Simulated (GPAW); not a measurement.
## Optical response of BaTiO3

Wanted: where BaTiO3 starts to absorb, how strongly, and its refractive index.

Main program and level: GPAW 26.7.0; DFT, LDA, plane-wave PAW (GPAW data sets), scalar-relativistic, RPA, optical limit.

## Step 1: Starting point

Symmetry: Pm-3m, No. 221, cubic system. The conventional cell has a = 4.006 Å, b = 4.006 Å, c = 4.006 Å, α = 90.00°, β = 90.00°, γ = 90.00°. Nearest to Ba lie 12 O at 2.83 Å. Nearest to Ti lie 6 O at 2.00 Å. Nearest to O lie 2 Ti at 2.00 Å and 4 Ba at 2.83 Å. Farther neighbours and most contacts between anions are not listed.

As a file:

```xyz
5
Lattice="4.0060 0.0000 0.0000 0.0000 4.0060 0.0000 0.0000 0.0000 4.0060" Properties=species:S:1:pos:R:3 pbc="T T T"
Ba    2.0030    2.0030    2.0030
Ti    0.0000    0.0000    0.0000
O     0.0000    0.0000    2.0030
O     0.0000    2.0030    0.0000
O     2.0030    0.0000    0.0000
```

## Step 2: Bands for the response

At the fixed density, many empty bands are solved on the mesh of the response, since the spectrum sums over them.

This step: DFT, LDA, plane-wave PAW (GPAW data sets), scalar-relativistic, bands at fixed density (GPAW 26.7.0).

The input, nscf.py:

```python
from ase.dft.bandgap import bandgap
from gpaw import GPAW, FermiDirac

calc = GPAW('gs.gpw').fixed_density(kpts={'size': (8, 8, 8), 'gamma': True}, nbands=74, convergence={'bands': 68},
                                    occupations=FermiDirac(0.001), txt='nscf.txt')
print('gap (eV)', bandgap(calc, output=None)[0])
print('direct gap (eV)', bandgap(calc, direct=True, output=None)[0])
print('top band over the Fermi level (eV)', min(calc.get_eigenvalues(kpt=k)[67] for k in range(len(calc.get_ibz_k_points()))) - calc.get_fermi_level())
calc.write('full.gpw', mode='all')
```

Launch:

```
> OMP_NUM_THREADS=1 python nscf.py
```

Numbers of over 12 decimals in the logs are rounded to 6 here.

Log:

```text
Diagonalizing LCAO Hamiltonian
Converting LCAO to pw mode
convergence criteria:
- Maximum integral of absolute [eigenst]ate change: 4e-08 eV^2 / valence electron
maximum number of iterations: 150

SCF iterations
|iter     |      energy | eigst |  dens |
|iter:   1||             | +3.53 |       |
|iter:   2||             | +2.37 |       |
|iter:   3||             | +1.31 |       |
|iter:   4||             | +0.41 |       |
|iter:   5||             | -0.27 |       |
|iter:   6||             | -0.83 |       |
|iter:   7||             | -1.38 |       |
|iter:   8||             | -1.88 |       |
|iter:   9||             | -2.42 |       |
|iter:  10||             | -2.97 |       |
|iter:  11||             | -3.55 |       |
|iter:  12||             | -4.11 |       |
|iter:  13||             | -4.69 |       |
|iter:  14||             | -5.24 |       |
|iter:  15||             | -5.82 |       |
|iter:  16||             | -6.35 |       |
|iter:  17||             | -6.88 |       |
|iter:  18||             | -7.27 |       |
|iter:  19||             | -7.65c|       |
SCF steps: 19
  __  _  _
 | _ |_)|_||  |
 |__||  | ||/\| - 26.7.0

Versions:
  Python: 3.12.14
  ASE:    3.29.0
  Numpy:  2.5.5
  Scipy:  1.18.1
  Libxc:  7.0.0

Input parameters:
  mode=PW(ecut=500.0),
  convergence={'bands': 68},
  gpts=array([21, 21, 21]),
  kpts=MonkhorstPack(size=(8, 8, 8), gamma=True),
  maxiter=150,
  nbands=74,
  occupations=Occupations(name='fermi-dirac', width=0.001, fixmagmom=False),
  parallel={},
  xc=XC(name='LDA')

--- standard output ---
gap (eV) 1.692037
direct gap (eV) 1.825307
top band over the Fermi level (eV) 37.722449
```

The job ended after 2.4 min (1 thread of Arm Neoverse V1, shared host; peak memory 0.25 GiB).

This step gave:

- gap on the k-mesh: 1.692 eV
- direct gap on the mesh: 1.825 eV

## Step 3: Dielectric function, RPA

Local fields let the induced charge screen the field inside the cell, which as a rule lowers ε, most along directions where the density is uneven.

This step: DFT, LDA, plane-wave PAW (GPAW data sets), scalar-relativistic, RPA, optical limit (GPAW 26.7.0).

The input, df.py:

```python
from gpaw.response.df import DielectricFunction

df = DielectricFunction('full.gpw', frequencies={'type': 'nonlinear', 'domega0': 0.03, 'omega2': 8},
                        ecut=50,
                        eta=0.15,
                        nbands=68,
                        txt='df.txt')
for direction in ['x']:
    df.get_dielectric_function(xc='RPA', direction=direction, filename=f'df_{direction}.csv')
```

Launch:

```
> OMP_NUM_THREADS=1 python df.py
```

Log:

```text
Using integrator: PointIntegrator
NonLinearFrequencyDescriptor(from 0.000 to 99.342 eV, 540 points)
Nonperiodic BCs:  [False False False]
Using integrator: PointIntegrator
NonLinearFrequencyDescriptor(from 0.000 to 99.342 eV, 540 points)
Nonperiodic BCs:  [False False False]

Calculating chi0 body with:
    Ground state adapter containing:
    Number of spins: 1
    Number of kpoints: 512
    Number of irreducible kpoints: 35
    Number of completely occupied states: 20
    Number of partially occupied states: 20

    Linear response parametrization:
    q_c: [0.0, 0.0, 0.0]
    Number of frequency points: 540
    Planewave cutoff: 50.0
    Number of bands: 68
    Number of planewaves: 57
    Broadening (eta): 0.15

Integrating chi0 body.

Symmetries of q_c:
    Direct symmetries (Uq -> q): 48
    Indirect symmetries (TUq -> q): 0
In total 48 allowed symmetries.

35 groups of equivalent kpoints. 93.1640625% reduction.

Integral kind: spectral function

Calculating chi0 optical extensions with:
    Ground state adapter containing:
    Number of spins: 1
    Number of kpoints: 512
    Number of irreducible kpoints: 35
    Number of completely occupied states: 20
    Number of partially occupied states: 20

    Linear response parametrization:
    Number of frequency points: 540
    Planewave cutoff: 50.0
    Number of bands: 68
    Number of planewaves: 57
    Broadening (eta): 0.15
Integrating chi0 head and wings.

Symmetries of q_c:
    Direct symmetries (Uq -> q): 48
    Indirect symmetries (TUq -> q): 0
In total 48 allowed symmetries.

35 groups of equivalent kpoints. 93.1640625% reduction.

Integral kind: spectral function wings
```

Elapsed: 20 s, on 1 thread; peak memory 0.36 GiB.

Read-outs, printed or worked out from the files:

```
electronic dielectric constant ε∞, mean over x, y and z (by symmetry where fewer were run) : 6.321
main peak of Im epsilon, first axis                                                        : 3.957 eV
```

Values under the direct gap are tails of Lorentzian lines. The Im ε, E ∥ x by photon energy; read off at these points:

| photon energy (eV) | Im ε, E ∥ x |
| --- | --- |
| 0.00 | 0 |
| 0.50 | 0.0410 |
| 1.00 | 0.0981 |
| 1.50 | 0.234 |
| 2.00 | 0.890 |
| 2.50 | 2.24 |
| 3.00 | 3.70 |
| 3.30 | 5.24 |
| 3.50 | 4.49 |
| 3.94 | 7.32 |
| 4.00 | 7.29 |
| 4.50 | 5.39 |
| 5.00 | 3.77 |
| 5.50 | 2.76 |
| 6.00 | 3.17 |
| 6.50 | 3.34 |
| 7.00 | 4.50 |
| 7.27 | 4.97 |
| 7.50 | 4.37 |
| 8.00 | 3.86 |
| 8.50 | 4.42 |
| 9.00 | 4.85 |
| 9.50 | 3.71 |
| 10.00 | 3.75 |
| 10.50 | 3.71 |
| 11.00 | 2.55 |
| 11.50 | 2.26 |
| 12.00 | 1.75 |
| 12.50 | 1.30 |
| 13.00 | 0.951 |
| 13.50 | 0.813 |

The Re ε, E ∥ x by photon energy:

| photon energy (eV) | Re ε, E ∥ x |
| --- | --- |
| 0.0 | 6.32 |
| 0.5 | 6.39 |
| 1.0 | 6.61 |
| 1.5 | 7.09 |
| 2.0 | 7.69 |
| 2.5 | 8.40 |
| 3.0 | 8.30 |
| 3.5 | 6.91 |
| 4.0 | 5.06 |
| 4.5 | 2.01 |
| 5.0 | 2.37 |
| 5.5 | 2.92 |
| 6.0 | 3.40 |
| 6.5 | 3.90 |
| 7.0 | 3.49 |
| 7.5 | 2.01 |
| 8.0 | 2.50 |
| 8.5 | 1.88 |
| 9.0 | 1.08 |
| 9.5 | 0.901 |
| 10.0 | 0.286 |
| 10.5 | -0.376 |
| 11.0 | -0.0536 |
| 11.5 | -0.265 |
| 12.0 | -0.397 |
| 12.5 | -0.111 |
| 13.0 | 0.244 |
| 13.5 | 0.669 |

The reflectivity at normal incidence, E ∥ x has structure finer than the step of the table below, so its rows give means over 0.25 eV, whole bins alone (the curve runs from 0 to 14.0 eV). Peaks (eV: height): 3.936: 30.5, 7.323: 23.9, 9.088: 27.3, 10.519: 29.7, 11.866: 26.6.

Table of reflectivity at normal incidence, E ∥ x by photon energy; means over each step:

| photon energy (eV) | reflectivity at normal incidence, E ∥ x (%) |
| --- | --- |
| 0.25 | 18.6 |
| 0.50 | 18.8 |
| 0.75 | 19.0 |
| 1.00 | 19.4 |
| 1.25 | 19.9 |
| 1.50 | 20.6 |
| 1.75 | 21.7 |
| 2.00 | 22.4 |
| 2.25 | 23.5 |
| 2.50 | 24.7 |
| 2.75 | 25.0 |
| 3.00 | 26.2 |
| 3.25 | 27.1 |
| 3.50 | 25.8 |
| 3.75 | 29.1 |
| 4.00 | 30.3 |
| 4.25 | 29.6 |
| 4.50 | 26.2 |
| 4.75 | 21.0 |
| 5.00 | 19.2 |
| 5.25 | 16.2 |
| 5.50 | 14.7 |
| 5.75 | 15.9 |
| 6.00 | 16.9 |
| 6.25 | 17.0 |
| 6.50 | 18.3 |
| 6.75 | 20.8 |
| 7.00 | 22.1 |
| 7.25 | 23.6 |
| 7.50 | 22.2 |
| 7.75 | 20.2 |
| 8.00 | 19.9 |
| 8.25 | 22.4 |
| 8.50 | 22.7 |
| 8.75 | 23.5 |
| 9.00 | 26.2 |
| 9.25 | 24.9 |
| 9.50 | 22.4 |
| 9.75 | 23.9 |
| 10.00 | 24.9 |
| 10.25 | 23.8 |
| 10.50 | 28.6 |
| 10.75 | 27.1 |
| 11.00 | 23.1 |
| 11.25 | 24.2 |
| 11.50 | 24.2 |
| 11.75 | 25.4 |
| 12.00 | 25.2 |
| 12.25 | 22.5 |
| 12.50 | 19.7 |
| 12.75 | 16.5 |
| 13.00 | 11.7 |
| 13.25 | 7.90 |
| 13.50 | 5.35 |
| 13.75 | 4.64 |

Values under the direct gap are tails of Lorentzian lines. The Im ε, E ∥ x by photon energy; read off at these points:

| photon energy (eV) | without local fields | with local fields |
| --- | --- | --- |
| 0.00 | 0 | 0 |
| 0.50 | 0.0430 | 0.0410 |
| 1.00 | 0.103 | 0.0981 |
| 1.50 | 0.248 | 0.234 |
| 2.00 | 0.949 | 0.890 |
| 2.50 | 2.43 | 2.24 |
| 3.00 | 4.00 | 3.70 |
| 3.30 | 5.56 | 5.24 |
| 3.50 | 4.75 | 4.49 |
| 3.94 | 7.56 | 7.32 |
| 4.00 | 7.47 | 7.29 |
| 4.50 | 5.17 | 5.39 |
| 5.00 | 3.58 | 3.77 |
| 5.50 | 2.63 | 2.76 |
| 6.00 | 3.04 | 3.17 |
| 6.50 | 3.25 | 3.34 |
| 7.00 | 4.32 | 4.50 |
| 7.27 | 4.78 | 4.97 |
| 7.50 | 4.28 | 4.37 |
| 8.00 | 3.90 | 3.86 |
| 8.50 | 4.60 | 4.42 |
| 9.00 | 5.13 | 4.85 |
| 9.50 | 4.11 | 3.71 |
| 10.00 | 4.14 | 3.75 |
| 10.50 | 3.97 | 3.71 |
| 11.00 | 2.77 | 2.55 |
| 11.50 | 2.36 | 2.26 |
| 12.00 | 1.82 | 1.75 |
| 12.50 | 1.38 | 1.30 |
| 13.00 | 1.05 | 0.951 |
| 13.50 | 0.907 | 0.813 |

The loss function −Im 1/ε at q → 0, E ∥ x has structure finer than the step of the table below, so its rows give means over 0.5 eV, whole bins alone (the curve runs from 0 to 14.0 eV). Peaks (eV: height): 13.00: 0.986.

Values under the direct gap are tails of Lorentzian lines. Loss function −Im 1/ε at q → 0, E ∥ x against energy loss; means over each step:

| energy loss (eV) | loss function −Im 1/ε at q → 0, E ∥ x |
| --- | --- |
| 0.5 | 0.00101 |
| 1.0 | 0.00228 |
| 1.5 | 0.00506 |
| 2.0 | 0.0144 |
| 2.5 | 0.0290 |
| 3.0 | 0.0452 |
| 3.5 | 0.0655 |
| 4.0 | 0.0922 |
| 4.5 | 0.162 |
| 5.0 | 0.194 |
| 5.5 | 0.170 |
| 6.0 | 0.141 |
| 6.5 | 0.126 |
| 7.0 | 0.137 |
| 7.5 | 0.182 |
| 8.0 | 0.182 |
| 8.5 | 0.189 |
| 9.0 | 0.207 |
| 9.5 | 0.254 |
| 10.0 | 0.268 |
| 10.5 | 0.287 |
| 11.0 | 0.381 |
| 11.5 | 0.416 |
| 12.0 | 0.539 |
| 12.5 | 0.769 |
| 13.0 | 0.962 |
| 13.5 | 0.742 |

From ε follow the optical constants at some laser and lamp lines:

| wavelength (nm) | n | k | R (%) | 1/α |
| --- | --- | --- | --- | --- |
| 1064 | 2.59 | 0.024 | 19.7 | 3.5 µm |
| 800 | 2.68 | 0.049 | 20.8 | 1.3 µm |
| 633 | 2.77 | 0.155 | 22.2 | 324 nm |
| 532 | 2.89 | 0.263 | 23.9 | 161 nm |
| 365 | 2.73 | 0.886 | 25.7 | 33 nm |
| 308 | 2.61 | 1.393 | 30.2 | 18 nm |
| 248 | 1.85 | 1.021 | 19.2 | 19 nm |

Below the direct gap, k and the depth come from the tails of the Lorentzian lines, not from transitions.

Rows near the edge hang on the gap, which this functional as a rule makes too small, and phonon-assisted absorption is left out.

## Step 4: What came out

- electronic dielectric constant ε∞, mean over x, y and z (by symmetry where fewer were run) (RPA): 6.32
- main peak of Im epsilon, first axis: 3.96 eV

What this shows: At this level (LDA, RPA) BaTiO3 has ε∞ = 6.32 and n = 2.55 at 1550 nm, and Im ε peaks at 4.0 eV. On the mesh the gap is 1.69 eV and the least direct gap 1.83 eV, so on this mesh the band edges lie at different points. Local fields change the static value along x from 6.58 to 6.32 (-4 %). Distinct maxima of Im ε, read by a parabola through the highest points, lie at 3.29 eV (5.2), 3.96 eV (7.3), 7.26 eV (5.0) and 9.00 eV (4.9). Excitons and phonon-assisted transitions are missing; LDA gaps are as a rule too small, which pulls the onset down and ε∞ up. Spin-orbit coupling is left out although heavy atoms are present. The sum runs over mesh points, so small or evenly spaced maxima can still be ripples of the mesh. In this version of GPAW the matrix elements of the optical limit are incomplete, which can lower ε − 1 by up to a tenth where first-row anions or d states rule, and shift it by more in d metals.

[Machine, clock and banner lines and Python warnings are left out of the logs.]

[Logs are printed without paths, hosts, clocks, repeated set-up lines and the standing remarks that a program may print on its own settings, such as how far it seeks lower states.]

[Hosts, paths, dates, database ids (printed as entryN), source tags and the programs' standing remarks are cut or masked in the printed files.]
